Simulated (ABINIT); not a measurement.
# Al2O3 (Corundum): bands and cutoff in G0W0 with ABINIT

Aim: raise bands and screening cutoff together for Al2O3 (Corundum) and follow gap and time.

Main program and level: ABINIT 10.8.3; PBE and many-body steps on it, plane waves.

Most raw output is cut from this account.

## Step 1: The structure

The structure is trigonal, space group R-3c (No. 167). The conventional cell has a = 4.760 Å, b = 4.760 Å, c = 12.996 Å, α = 90.00°, β = 90.00°, γ = 120.00°. Nearest to Al lie 6 O at 1.85 to 1.97 Å. O has 4 Al at 1.85 to 1.97 Å nearest. Farther neighbours and most contacts between anions are not listed.

The cell and positions come from the Crystallography Open Database and are kept as given unless a step says otherwise.

## Step 2: Empty states on the mesh, 4×4×4 mesh, 454 bands

This step: ABINIT 10.8.3; DFT, PBE, plane waves, norm-conserving pseudopotentials.

The sums over transitions need many empty states on a uniform mesh; this step solves for them.

run.abi

```
acell 3*1.0 Angstrom
rprim 
  2.380249999995 1.374237978213 4.331866666707
  -2.380249999995 1.374237978213 4.331866666707
  -0.000000000000 -2.748475956495 4.331866666685
ntypat 2
znucl 13 8
natom 10
typat 1 1 1 1 2 2 2 2 2 2
xred 
  0.352160000000 0.352160000000 0.352160000000
  0.147840000000 0.147840000000 0.147840000000
  0.647840000000 0.647840000000 0.647840000000
  0.852160000000 0.852160000000 0.852160000000
  0.556680000000 0.943320000000 0.250000000000
  0.250000000000 0.556680000000 0.943320000000
  0.943320000000 0.250000000000 0.556680000000
  0.443320000000 0.056680000000 0.750000000000
  0.750000000000 0.443320000000 0.056680000000
  0.056680000000 0.750000000000 0.443320000000
pp_dirpath "pseudos"
pseudos "Al.upf, O.upf"
ecut 36
ngkpt 4 4 4
nshiftk 1
shiftk 0 0 0
kptopt 1
chksymbreak 0
iscf -2
irdden 1
istwfk *1
nband 454
nbdbuf 40
tolwfr 1e-09
nstep 60
prtvol 0
indata_prefix "in"
outdata_prefix "out"
tmpdata_prefix "tmp"
```

The run is started by

```bash
> OMP_NUM_THREADS=1 mpirun -n 4 abinit run.abi > log
```

It took 15 min on 4 MPI ranks of Arm Neoverse V1, shared host; peak memory 0.91 GiB; 60 min of CPU time.

Numbers from this step:

| Item | Value |
| --- | --- |
| gap | 6.266 eV |
| k of the valence top | 0, 0, 0 |
| k of the conduction bottom | 0, 0, 0 |
| least direct gap | 6.266 eV |
| k points computed | 13 |
| lowest point of the top converged band, above the valence top | 146.9023 eV |

On this mesh the gap is 6.266 eV.

The density comes from a self-consistent run that is not shown.

## Step 3: Screening, 4×4×4 mesh, 101 bands, screening to 68.6 eV

The RPA dielectric matrix is built and inverted for each q.

This step: RPA screening on PBE, plane waves, norm-conserving pseudopotentials.

run.abi: that of step 2 with these lines changed.

```diff
@@ -28,10 +28,11 @@
 chksymbreak 0
-iscf -2
-irdden 1
 istwfk *1
-nband 454
-nbdbuf 40
-tolwfr 1e-09
-nstep 60
-prtvol 0
+occopt 1
+irdwfk 1
+optdriver 3
+nband 101
+ecuteps 2.52
+inclvkb 2
+awtr 1
+symchi 1
 indata_prefix "in"
```

Wall time 3.3 min (4 MPI ranks); peak memory 2.4 GiB.

This step gave:

```yaml
eps_infinity_with_local_fields_on_this_mesh_along_the_program_s_q_direction: 3.081
the_same_without_local_fields: 3.236
plasma_frequency: 27.90 eV
plane_waves_in_the_screening_matrix: 119
```

Local fields lower ε∞ by 5 %.

## Step 4: 101 bands, 68.6 eV

The self-energy is evaluated for the states that the input lists, and the levels follow from it, in one-shot runs by the linearised quasiparticle equation.

This step: G0W0 on PBE, plane waves, norm-conserving pseudopotentials.

run.abi: that of step 3 with these lines changed.

```diff
@@ -31,8 +31,21 @@
 irdwfk 1
-optdriver 3
+optdriver 4
 nband 101
+gwcalctyp 0
+ecutsigx 36
+symsigma 1
+nkptgw 4
+kptgw 
+  0.0000000000 0.0000000000 0.0000000000
+  0.5000000000 0.0000000000 0.0000000000
+  0.5000000000 0.5000000000 0.0000000000
+  0.5000000000 0.5000000000 0.5000000000
+bdgw 
+  22 26
+  23 26
+  23 26
+  21 26
 ecuteps 2.52
-inclvkb 2
-awtr 1
-symchi 1
+irdscr 1
+ppmodel 1
 indata_prefix "in"
```

The job ended after 19 s (4 MPI ranks; peak memory 1.6 GiB; 75 s of CPU time).

Numbers from this step:

```yaml
g0w0_gap_on_the_mesh: 8.322 eV
starting_gap_on_the_mesh: 6.266 eV
k_of_the_valence_top: 0, 0, 0
k_of_the_conduction_bottom: 0, 0, 0
z_at_the_valence_top: 0.824
z_at_the_conduction_bottom: 0.861
least_direct_g0w0_gap_on_the_computed_points: 8.322 eV
```

The gap on the mesh goes from 6.27 eV to 8.32 eV, a correction of +2.06 eV.

## Step 5: Screening, 4×4×4 mesh, 141 bands, screening to 90.6 eV

This step: RPA screening on PBE, plane waves, norm-conserving pseudopotentials.

run.abi: that of step 4 with these lines changed.

```diff
@@ -31,21 +31,8 @@
 irdwfk 1
-optdriver 4
-nband 101
-gwcalctyp 0
-ecutsigx 36
-symsigma 1
-nkptgw 4
-kptgw 
-  0.0000000000 0.0000000000 0.0000000000
-  0.5000000000 0.0000000000 0.0000000000
-  0.5000000000 0.5000000000 0.0000000000
-  0.5000000000 0.5000000000 0.5000000000
-bdgw 
-  22 26
-  23 26
-  23 26
-  21 26
-ecuteps 2.52
-irdscr 1
-ppmodel 1
+optdriver 3
+nband 141
+ecuteps 3.33
+inclvkb 2
+awtr 1
+symchi 1
 indata_prefix "in"
```

Elapsed: 5.1 min, on 4 MPI ranks; peak memory 2.8 GiB; 20 min of CPU time.

Numbers from this step:

```
ε∞ with local fields, on this mesh, along the program's q direction : 3.077
the same without local fields                                       : 3.250
plasma frequency                                                    : 27.90 eV
plane waves in the screening matrix                                 : 169
```

## Step 6: 141 bands, 90.6 eV

This step: G0W0 on PBE, plane waves, norm-conserving pseudopotentials.

run.abi: that of step 5 with these lines changed.

```diff
@@ -31,8 +31,21 @@
 irdwfk 1
-optdriver 3
+optdriver 4
 nband 141
+gwcalctyp 0
+ecutsigx 36
+symsigma 1
+nkptgw 4
+kptgw 
+  0.0000000000 0.0000000000 0.0000000000
+  0.5000000000 0.0000000000 0.0000000000
+  0.5000000000 0.5000000000 0.0000000000
+  0.5000000000 0.5000000000 0.5000000000
+bdgw 
+  22 26
+  23 26
+  23 26
+  21 26
 ecuteps 3.33
-inclvkb 2
-awtr 1
-symchi 1
+irdscr 1
+ppmodel 1
 indata_prefix "in"
```

Elapsed: 30 s, on 4 MPI ranks; peak memory 2 GiB.

Numbers from this step:

```yaml
g0w0_gap_on_the_mesh: 8.309 eV
starting_gap_on_the_mesh: 6.266 eV
k_of_the_valence_top: 0, 0, 0
k_of_the_conduction_bottom: 0, 0, 0
z_at_the_valence_top: 0.82
z_at_the_conduction_bottom: 0.857
least_direct_g0w0_gap_on_the_computed_points: 8.309 eV
```

Against G0W0 in ABINIT (4×4×4 mesh, 101 bands, screening to 68.6 eV, Godby-Needs plasmon pole), the gap moves by −0.013 eV.

## Step 7: Screening, 4×4×4 mesh, 205 bands, screening to 120.8 eV

This step: RPA screening on PBE, plane waves, norm-conserving pseudopotentials.

run.abi: that of step 6 with these lines changed.

```diff
@@ -31,21 +31,8 @@
 irdwfk 1
-optdriver 4
-nband 141
-gwcalctyp 0
-ecutsigx 36
-symsigma 1
-nkptgw 4
-kptgw 
-  0.0000000000 0.0000000000 0.0000000000
-  0.5000000000 0.0000000000 0.0000000000
-  0.5000000000 0.5000000000 0.0000000000
-  0.5000000000 0.5000000000 0.5000000000
-bdgw 
-  22 26
-  23 26
-  23 26
-  21 26
-ecuteps 3.33
-irdscr 1
-ppmodel 1
+optdriver 3
+nband 205
+ecuteps 4.44
+inclvkb 2
+awtr 1
+symchi 1
 indata_prefix "in"
```

The job ended after 8.5 min (4 MPI ranks; peak memory 3.4 GiB; 34 min of CPU time).

This step gave:

```yaml
eps_infinity_with_local_fields_on_this_mesh_along_the_program_s_q_direction: 3.040
the_same_without_local_fields: 3.259
plasma_frequency: 27.90 eV
plane_waves_in_the_screening_matrix: 277
```

## Step 8: 205 bands, 120.8 eV

This step: G0W0 on PBE, plane waves, norm-conserving pseudopotentials.

run.abi: that of step 7 with these lines changed.

```diff
@@ -31,8 +31,21 @@
 irdwfk 1
-optdriver 3
+optdriver 4
 nband 205
+gwcalctyp 0
+ecutsigx 36
+symsigma 1
+nkptgw 4
+kptgw 
+  0.0000000000 0.0000000000 0.0000000000
+  0.5000000000 0.0000000000 0.0000000000
+  0.5000000000 0.5000000000 0.0000000000
+  0.5000000000 0.5000000000 0.5000000000
+bdgw 
+  22 26
+  23 26
+  23 26
+  21 26
 ecuteps 4.44
-inclvkb 2
-awtr 1
-symchi 1
+irdscr 1
+ppmodel 1
 indata_prefix "in"
```

It took 77 s on 4 MPI ranks; peak memory 2.8 GiB.

This step gave:

```
G0W0 gap on the mesh                         : 8.457 eV
starting gap on the mesh                     : 6.266 eV
k of the valence top                         : 0, 0, 0
k of the conduction bottom                   : 0, 0, 0
least direct G0W0 gap on the computed points : 8.457 eV
```

Against G0W0 in ABINIT (4×4×4 mesh, 141 bands, screening to 90.6 eV, Godby-Needs plasmon pole), the gap moves by +0.148 eV.

## Step 9: Screening, 4×4×4 mesh, 293 bands, screening to 157 eV

This step: RPA screening on PBE, plane waves, norm-conserving pseudopotentials.

run.abi: that of step 8 with these lines changed.

```diff
@@ -31,21 +31,8 @@
 irdwfk 1
-optdriver 4
-nband 205
-gwcalctyp 0
-ecutsigx 36
-symsigma 1
-nkptgw 4
-kptgw 
-  0.0000000000 0.0000000000 0.0000000000
-  0.5000000000 0.0000000000 0.0000000000
-  0.5000000000 0.5000000000 0.0000000000
-  0.5000000000 0.5000000000 0.5000000000
-bdgw 
-  22 26
-  23 26
-  23 26
-  21 26
-ecuteps 4.44
-irdscr 1
-ppmodel 1
+optdriver 3
+nband 293
+ecuteps 5.77
+inclvkb 2
+awtr 1
+symchi 1
 indata_prefix "in"
```

It took 18 min on 4 MPI ranks; peak memory 5.6 GiB; 72 min of CPU time.

Numbers from this step:

```
ε∞ with local fields, on this mesh, along the program's q direction : 3.034
the same without local fields                                       : 3.262
plasma frequency                                                    : 27.90 eV
plane waves in the screening matrix                                 : 381
```

## Step 10: 293 bands, 157 eV

This step: G0W0 on PBE, plane waves, norm-conserving pseudopotentials.

run.abi: that of step 9 with these lines changed.

```diff
@@ -31,8 +31,21 @@
 irdwfk 1
-optdriver 3
+optdriver 4
 nband 293
+gwcalctyp 0
+ecutsigx 36
+symsigma 1
+nkptgw 4
+kptgw 
+  0.0000000000 0.0000000000 0.0000000000
+  0.5000000000 0.0000000000 0.0000000000
+  0.5000000000 0.5000000000 0.0000000000
+  0.5000000000 0.5000000000 0.5000000000
+bdgw 
+  22 26
+  23 26
+  23 26
+  21 26
 ecuteps 5.77
-inclvkb 2
-awtr 1
-symchi 1
+irdscr 1
+ppmodel 1
 indata_prefix "in"
```

Wall time 3.2 min (4 MPI ranks); peak memory 4.9 GiB.

Numbers from this step:

| Item | Value |
| --- | --- |
| G0W0 gap on the mesh | 8.53 eV |
| starting gap on the mesh | 6.266 eV |
| k of the valence top | 0, 0, 0 |
| k of the conduction bottom | 0, 0, 0 |
| least direct G0W0 gap on the computed points | 8.53 eV |

Against G0W0 in ABINIT (4×4×4 mesh, 205 bands, screening to 120.8 eV, Godby-Needs plasmon pole), the gap moves by +0.073 eV.

## Step 11: Screening, 4×4×4 mesh, 414 bands, screening to 201.4 eV

This step: RPA screening on PBE, plane waves, norm-conserving pseudopotentials.

run.abi: that of step 10 with these lines changed.

```diff
@@ -31,21 +31,8 @@
 irdwfk 1
-optdriver 4
-nband 293
-gwcalctyp 0
-ecutsigx 36
-symsigma 1
-nkptgw 4
-kptgw 
-  0.0000000000 0.0000000000 0.0000000000
-  0.5000000000 0.0000000000 0.0000000000
-  0.5000000000 0.5000000000 0.0000000000
-  0.5000000000 0.5000000000 0.5000000000
-bdgw 
-  22 26
-  23 26
-  23 26
-  21 26
-ecuteps 5.77
-irdscr 1
-ppmodel 1
+optdriver 3
+nband 414
+ecuteps 7.4
+inclvkb 2
+awtr 1
+symchi 1
 indata_prefix "in"
```

Elapsed: 34 min, on 4 MPI ranks; peak memory 7.3 GiB.

This step gave:

- ε∞ with local fields, on this mesh, along the program's q direction: 3.030
- the same without local fields: 3.264
- plasma frequency: 27.90 eV
- plane waves in the screening matrix: 551

## Step 12: 414 bands, 201.4 eV

This step: G0W0 on PBE, plane waves, norm-conserving pseudopotentials.

run.abi: that of step 11 with these lines changed.

```diff
@@ -31,8 +31,21 @@
 irdwfk 1
-optdriver 3
+optdriver 4
 nband 414
+gwcalctyp 0
+ecutsigx 36
+symsigma 1
+nkptgw 4
+kptgw 
+  0.0000000000 0.0000000000 0.0000000000
+  0.5000000000 0.0000000000 0.0000000000
+  0.5000000000 0.5000000000 0.0000000000
+  0.5000000000 0.5000000000 0.5000000000
+bdgw 
+  22 26
+  23 26
+  23 26
+  21 26
 ecuteps 7.4
-inclvkb 2
-awtr 1
-symchi 1
+irdscr 1
+ppmodel 1
 indata_prefix "in"
```

The job ended after 8.5 min (4 MPI ranks; peak memory 7.1 GiB; 34 min of CPU time).

This step gave:

```
G0W0 gap on the mesh                         : 8.603 eV
starting gap on the mesh                     : 6.266 eV
k of the valence top                         : 0, 0, 0
k of the conduction bottom                   : 0, 0, 0
least direct G0W0 gap on the computed points : 8.603 eV
```

Against G0W0 in ABINIT (4×4×4 mesh, 293 bands, screening to 157 eV, Godby-Needs plasmon pole), the gap moves by +0.073 eV.

## Step 13: The runs together

Times are wall times on 4 MPI ranks of Arm Neoverse V1, shared host, good to a factor of about two. A run's time includes the screening step that it read.

| run | mesh | bands | screening cutoff (eV) | DFT gap (eV) | gap on the mesh (eV) | direct (eV) | ε∞ used | time |
| --- | --- | --- | --- | --- | --- | --- | --- | --- |
| 101 bands, 68.6 eV | 4×4×4 | 101 | 68.6 | 6.266 | 8.322 | 8.322 | 3.08 | 3.6 min |
| 141 bands, 90.6 eV | 4×4×4 | 141 | 90.6 | 6.266 | 8.309 | 8.309 | 3.08 | 5.6 min |
| 205 bands, 120.8 eV | 4×4×4 | 205 | 120.8 | 6.266 | 8.457 | 8.457 | 3.04 | 9.8 min |
| 293 bands, 157 eV | 4×4×4 | 293 | 157 | 6.266 | 8.530 | 8.530 | 3.03 | 21 min |
| 414 bands, 201.4 eV | 4×4×4 | 414 | 201.4 | 6.266 | 8.603 | 8.603 | 3.03 | 43 min |

## Step 14: What came out

```yaml
101_bands_68p6_ev: 8.322 eV
141_bands_90p6_ev: 8.309 eV
205_bands_120p8_ev: 8.457 eV
293_bands_157_ev: 8.530 eV
414_bands_201p4_ev: 8.603 eV
known_limits: not at the basis limit
```

In words: From the first rung to the last the gap moves by +0.28 eV for 12 times the time. The steps are not yet shrinking, so no limit is drawn.

[Paths, hosts, dates, memory and timing lines, banners, echoed tables and standing remarks are left out of the program output.]

[Logs are printed without paths, hosts, clocks, repeated set-up lines and the standing remarks that a program may print on its own settings, such as how far it seeks lower states.]

[Runs of the session that timed out or met a known fault of the program may be left out.]

[Hosts, paths, dates, database ids (printed as entryN), source tags and the programs' standing remarks are cut or masked in the printed files.]

[G0W0 gaps are taken among the corrected bands and points alone; a level outside them can change the order at an edge.]

[Where Ansatz stands beside ABINIT at settings called matched, ABINIT's density can come from a denser mesh and the files from another edition; pairs whose starting gaps differed by over 0.03 eV were left out, so agreement reads better than it is.]
